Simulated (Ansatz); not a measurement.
# CdCu2GeSe4 (I-42m): spin-orbit coupling beyond the local functionals

Wanted: gaps of CdCu2GeSe4 (I-42m) with and without spin-orbit coupling, with cost.

Method: density functionals with and without spin-orbit coupling, plane waves, PAW, in Ansatz 0.2.0.

**Experimental background.**

- Gap 1.2 eV: direct allowed gap from extrapolation of (alpha h nu)^2; optical absorption; 300 K; bulk crystal (single crystal grown by horizontal Bridgman method, annealed at 770 K) (“Specific features of band structure and optical anisotropy of Cu2CdGeSe4 quaternary compounds”, 2013, arxiv:1311.6753).

## Step 1: The starting structure

The structure is tetragonal, space group I-42m (No. 121). Conventional cell: a = 5.748 Å, b = 5.748 Å, c = 11.053 Å, α = 90.00°, β = 90.00°, γ = 90.00°. Nearest to Cd lie 4 Se at 2.65 Å. Nearest to Cu lie 4 Se at 2.41 Å. Nearest to Ge lie 4 Se at 2.38 Å. Nearest to Se lie 1 Ge at 2.38 Å and 2 Cu at 2.41 Å and 1 Cd at 2.65 Å. Farther neighbours and most contacts between anions are not listed.

The cell and positions come from the Crystallography Open Database and are kept as given unless a step says otherwise.

## Step 2: HSE06, 4×4×4 mesh

This step: DFT, HSE06, plane waves, PAW; PAW set soft_1.

File input.yaml:

```yaml
crystal:
  lattice:
    - [-2.8741, 2.8741, 5.52665]
    - [2.8741, -2.8741, 5.52665]
    - [2.8741, 2.8741, -5.52665]
  atoms:
    - { symbol: Cd, position: [0.0, 0.0, 0.0] }
    - { symbol: Cu, position: [0.25, 0.75, 0.5] }
    - { symbol: Cu, position: [0.75, 0.25, 0.5] }
    - { symbol: Ge, position: [0.5, 0.5, 0.0] }
    - { symbol: Se, position: [0.4042, 0.4042, 0.541] }
    - { symbol: Se, position: [0.5958, 0.1368, 0.0] }
    - { symbol: Se, position: [0.8632, 0.8632, 0.459] }
    - { symbol: Se, position: [0.1368, 0.5958, 0.0] }
kpoints:
  mp_grid: { grid: [4, 4, 4] }
  band_path:
    path:
      - [0.0, 0.0, 0.0]
      - [0.0, 0.0, 0.5]
      - [0.25, 0.25, 0.25]
      - [0.0, 0.5, 0.0]
      - [0.5, 0.5, -0.5]
      - [0.31761139, 0.68238861, -0.31761139]
      - [-0.31761139, 0.31761139, 0.31761139]
      - [-0.13522277, 0.13522277, 0.5]
    npoints: 1
hamiltonian:
  xc: hse06
  pseudopotentials: { kind: paw, azcp: { folder: soft_1 } }
scf:
  occupations: { method: fixed }
  n_extra_bands: 6
output:
  eigenvalues: true
```

Launch:

```console
$ ansatz run input.yaml --threads 24 --pin off --max-ram 82944MiB --backend cuda --events-out ev --progress --plain --runs-dir out --devices 1 --max-vram 78GiB
```

Numbers of over 12 decimals in the logs are rounded to 6 here.

The log of the run:

```text
scf.n_extra_bands = 6 over 68 filled bands (N_el = 136.0): the run solves 74 bands
GPUs: using 1 of 1 available (devices: 1).
Engine: ansatz 0.2.0, aarch64-unknown-linux-gnu
Pseudopotentials: kind: paw
Pseudopotential: Cd, paw, valence charge 20, recommended cutoff 420 eV (normal), soft_1/Cd.paw.azcp
Pseudopotential: Cu, paw, valence charge 19, recommended cutoff 420 eV (normal), soft_1/Cu.paw.azcp
Pseudopotential: Ge, paw, valence charge 14, recommended cutoff 420 eV (normal), soft_1/Ge.paw.azcp
Pseudopotential: Se, paw, valence charge 16, recommended cutoff 420 eV (normal), soft_1/Se.paw.azcp
Functional definition: HSE06
  parameter a = 0.25
  parameter omega = 0.11/bohr
  exchange = pbe_x - a*pbe_x_sr(omega) + a*exact_x_sr(omega)
  correlation = pbe_c
davidson cushion auto → on  (no smearing: the cushion is to keep the highest requested band from converging to the state above it; pin scf.eigensolver.cushion to override)
[...]
Crystal: 8 atoms, lattice volume = 182.610 Å³
Basis set: ecut = 420 eV, 3635 PW (Γ)
Bands: 74, of which v1, the nominal top of the filled ones, is band 68 counted from 1 (67 counted from 0)
Symmetry: 8 space group operations
Space group: I-42m (ITA 121), of the structure as read, at distance tolerance 5.7e-5 Å
k-points: 13 of 64 (time reversal used)
Non-local potential: Cd, projectors of the file, l = 0: 3, l = 1: 2, l = 2: 2, l = 3: 1
Non-local potential: Cu, projectors of the file, l = 0: 3, l = 1: 2, l = 2: 3, l = 3: 1
Non-local potential: Ge, projectors of the file, l = 0: 2, l = 1: 2, l = 2: 3, l = 3: 1
Non-local potential: Se, projectors of the file, l = 0: 2, l = 1: 2, l = 2: 3, l = 3: 1
PAW form: soft (Blöchl's): semilocal exchange-correlation on the pseudo side does not see the compensation charge
PAW frozen core: Cd, regenerated for the run's functional, and the local potential with it (the file was generated under x = pbe(κ = 0.804, μ = 0.219515), c = pbe(β = 0.066725))
PAW frozen core: Cu, regenerated for the run's functional, and the local potential with it (the file was generated under x = pbe(κ = 0.804, μ = 0.219515), c = pbe(β = 0.066725))
PAW frozen core: Ge, regenerated for the run's functional, and the local potential with it (the file was generated under x = pbe(κ = 0.804, μ = 0.219515), c = pbe(β = 0.066725))
PAW frozen core: Se, regenerated for the run's functional, and the local potential with it (the file was generated under x = pbe(κ = 0.804, μ = 0.219515), c = pbe(β = 0.066725))
PAW one-centre angular grid: Cd, 590 points (default); XC on 64 Gauss nodes
PAW one-centre angular grid: Cu, 590 points (default); XC on 64 Gauss nodes
PAW one-centre angular grid: Ge, 590 points (default); XC on 64 Gauss nodes
[...]
the search or the solves at the SCF's close seem to have found levels that the self-consistency loop had missed (the run counts 1). By its estimate they hold under 1e-12 electrons; where the run keeps them, the occupations were computed again with them
[...]
NSCF: frozen V_eff on 8 k-points
hybrid SCF converged: 2 outer / 11 inner (+11 warm-up), last move |dexx| = 1.01e-5 eV, tail = 3.59e-7 eV
Stability not checked: this state was not tested for a lower state beside it, because the functional holds exact exchange (a hybrid, or Hartree-Fock), whose exchange loop this test does not read (fock_operator; see scf.lower_state_search)
Free energy (F): -47688.151735 eV
Frozen-core exchange: fock
Harris-Foulkes:  -47688.151735 eV  (|F-HF|=4.30e-9)
Internal energy: -47688.151735 eV  (E = F + TS)
E sigma→0 (E₀):  -47688.151735 eV
Fermi energy:    8.064014 eV
--- Per-component energies (eV) ---
  E_band       = -3568.966884
  E_kinetic    = 1495.120590
  E_local      = -28574.918977  (includes V_loc(G=0)·N_el)
  E_nonlocal   = 736.935329
  E_hartree    = 13574.458832
  E_xc         = -567.205127
  E_vxc        = -637.408482  (∫ρ·V_xc dr)
  E_exx        = -635.020415  (= α·E_x^exact, valence–valence)
  E_paw        = -17796.137609  (= ΣΔE_a)
  E_vpaw       = -2467.569772  (= ΣTr[D̂ρ^β])
  E_aug_tail   = 0.000863  (compensation charges beyond the density's cutoff)
  E_ewald      = -15915.683427
  E_core_change = -5.701794  (= ΣΔE_core)
  E_smearing   = -0.000000  (= −TS)
  E_closure    = 0.000000  (closes the sum)
  Σ components = -47688.151735   (vs F -47688.151735, Δ=0.00e0)
--- Band table (eV; the first three rows and the last of 13) ---
  k-point 0: bands = ["-108.7795", "-108.7795", "-99.6151", "-64.6401", "-64.6401", "-64.6398", "-64.6398", "-64.5878", "-64.5878", "-59.3649", "-59.3215", "-59.3215", "-43.4960", "-43.4958", "-43.4958", "-43.4958", "-43.4616", "-43.4616", "-43.4614", "-43.4614", "-43.4382", "-43.4382", "-43.4381", "-43.4381", "-43.3350", "-43.3350", "-43.3349", "-43.3349", "-43.3349", "-43.3348", "-43.3348", "-43.3348", "-20.5258",  [...]
  k-point 1: bands = ["-108.7794", "-108.7794", "-99.6151", "-64.6401", "-64.6399", "-64.6399", "-64.6397", "-64.5878", "-64.5878", "-59.3649", "-59.3215", "-59.3215", "-43.4960", "-43.4959", "-43.4958", "-43.4957", "-43.4616", "-43.4616", "-43.4614", "-43.4614", "-43.4382", "-43.4382", "-43.4381", "-43.4381", "-43.3350", "-43.3349", "-43.3349", "-43.3349", "-43.3349", "-43.3348", "-43.3348", "-43.3348", "-20.5258",  [...]
  k-point 2: bands = ["-108.7794", "-108.7794", "-99.6150", "-64.6401", "-64.6401", "-64.6397", "-64.6397", "-64.5878", "-64.5878", "-59.3649", "-59.3215", "-59.3215", "-43.4959", "-43.4958", "-43.4958", "-43.4958", "-43.4616", "-43.4616", "-43.4614", "-43.4614", "-43.4382", "-43.4382", "-43.4382", "-43.4381", "-43.3350", "-43.3349", "-43.3349", "-43.3349", "-43.3349", "-43.3349", "-43.3348", "-43.3348", "-20.5258",  [...]
  k-point 12: bands = ["-108.7795", "-108.7794", "-99.6151", "-64.6400", "-64.6400", "-64.6398", "-64.6398", "-64.5878", "-64.5877", "-59.3649", "-59.3215", "-59.3215", "-43.4961", "-43.4958", "-43.4958", "-43.4957", "-43.4617", "-43.4615", "-43.4614", "-43.4614", "-43.4382", "-43.4381", "-43.4381", "-43.4381", "-43.3350", "-43.3350", "-43.3349", "-43.3349", "-43.3349", "-43.3348", "-43.3348", "-43.3348", "-20.5257", [...]
```

The job ended after 11 s (1 × NVIDIA GB200 (shared by 2 runs) with 24 threads of Arm Neoverse V2, shared host; peak memory 1.9 GiB; 2 min of CPU time).

Reading the cycles: dr2 is the Hartree energy of the density residual (eV), the measure of convergence; HF is the Harris–Foulkes estimate of the energy, which meets the free energy F at convergence.

This step gave:

```yaml
gap: 0.9650 eV
valence_top_at: Γ
conduction_bottom_at: Γ
least_direct_gap: 0.9650 eV
exact_exchange_fraction: 0.25
```

The gap is direct, at Γ.

## Step 3: HSE06+SOC, 4×4×4 mesh

The many-body steps leave out spin-orbit coupling, so its effect is taken from a two-component run, with twice the bands.

This step: DFT, HSE06 with spin-orbit coupling, plane waves, PAW; PAW set soft_1.

Edit input.yaml of step 2 so:

```diff
@@ -29,6 +29,9 @@
   xc: hse06
-  pseudopotentials: { kind: paw, azcp: { folder: soft_1 } }
+  pseudopotentials: { kind: paw_fr, azcp: { folder: soft_1 } }
 scf:
-  occupations: { method: fixed }
-  n_extra_bands: 6
+  occupations: { method: fermi_dirac, width: 0.02 }
+  n_extra_bands: 12
+magnetization:
+  noncollinear: true
+  spin_orbit: true
 output:
```

The log of the run:

```text
[...]
GPUs: using 1 of 1 available (devices: 1).
[...]
non-collinear run that drives no moment, with spin-orbit: no starting moment large enough to seed its density (crystal.atoms[].spin), no starting occupations that ask for one, no magnetisation constraint and no magnetic field, so the semilocal B_xc is pinned to zero
[...]
Crystal: 8 atoms, lattice volume = 182.610 Å³
Basis set: ecut = 420 eV, 3635 PW (Γ)
Bands: 148, of which v1, the nominal top of the filled ones, is band 136 counted from 1 (135 counted from 0)
Symmetry: 8 space group operations + 8 with time reversal
[...]
k-points: 13 of 64 (time reversal used)
Projection manifold: j_resolved (fully-relativistic pseudo-atomic orbitals)
[...]
SCF iter   1: F=—  HF=-47684.462804 eV  |F-HF|=—  |Δ(HF+E_count)|=         —  Δρ=5.20e-2  dr2=5.29e0  dr2_m=0.00e0 (ungated)  ethr=1.00e-1  |M|=0.00e0 ∫|m|=0.00e0 μB  |m|>n=0.0e0 m-floor=0.0e0 τ_xc=0.0e0  β_m=0.30  ⟨swp⟩=4.5  Hψ=6262  notcnv=0
[...]
spin=Noncollinear: Kerker preconditioning applied to the charge; magnetization (m_x, m_y, m_z) channels mix plain (no charge-response kernel on spin).
[...]
SCF 1 converged in 18 iterations: F = -47683.043603 eV  dr2 = 9.84e-11
[...]
hybrid outer 1: dexx = +7.084e-2 eV, tail = 9.32e-4 eV
[...]
SCF 3 converged in 5 iterations: F = -47683.023951 eV  dr2 = 8.72e-8
[...]
```

Run time: 61 s. Hardware: 1 × NVIDIA GB200 (shared by 2 runs) with 24 threads; peak memory 5.5 GiB; 14 min of CPU time.

This step gave:

* gap: 0.8862 eV
* valence top at: Γ
* conduction bottom at: Γ
* least direct gap: 0.8862 eV
* exact-exchange fraction: 0.25

The gap stands −0.08 eV against HSE06.

## Step 4: Together

Times are wall times on 1 × NVIDIA GB200 (shared by 2 runs) with 24 threads of Arm Neoverse V2, shared host, good to a factor of about two.

| level | gap (eV) | with coupling (eV) | change (eV) | time | with coupling |
| --- | --- | --- | --- | --- | --- |
| HSE06 | 0.97 | 0.89 | −0.08 | 11 s | 61 s |

## Step 5: Results

```
HSE06     : 0.97 eV
HSE06+SOC : 0.89 eV
```

Spin-orbit coupling changes the gap by −0.08 eV and the least direct gap by −0.08 eV. Against experiment, by HSE06+SOC: the direct gap of 0.89 eV lies −0.31 eV from the measured 1.2 eV (direct, 300 K, 2013). An exciton line or allowed optical edge lies below the quasiparticle gap by the binding energy; a forbidden edge can push the onset above it. The lattice is static and excitons are left out. The runs have no spin polarisation. For a closed low-spin shell that is the natural state; where a d or f shell is open it is a constraint, and the gap is then not the crystal's own.

[Paths, hosts, dates, memory and timing lines, banners, echoed tables and standing remarks are left out of the program output.]

[Logs are printed without paths, hosts, clocks, repeated set-up lines and the standing remarks that a program may print on its own settings, such as how far it seeks lower states.]

[Runs of the session that timed out or met a known fault of the program may be left out.]

[Cells called generated may have been cut or substituted from an entry of the Crystallography Open Database or the Materials Project.]

[Hosts, paths, dates, database ids (printed as entryN), source tags and the programs' standing remarks are cut or masked in the printed files.]
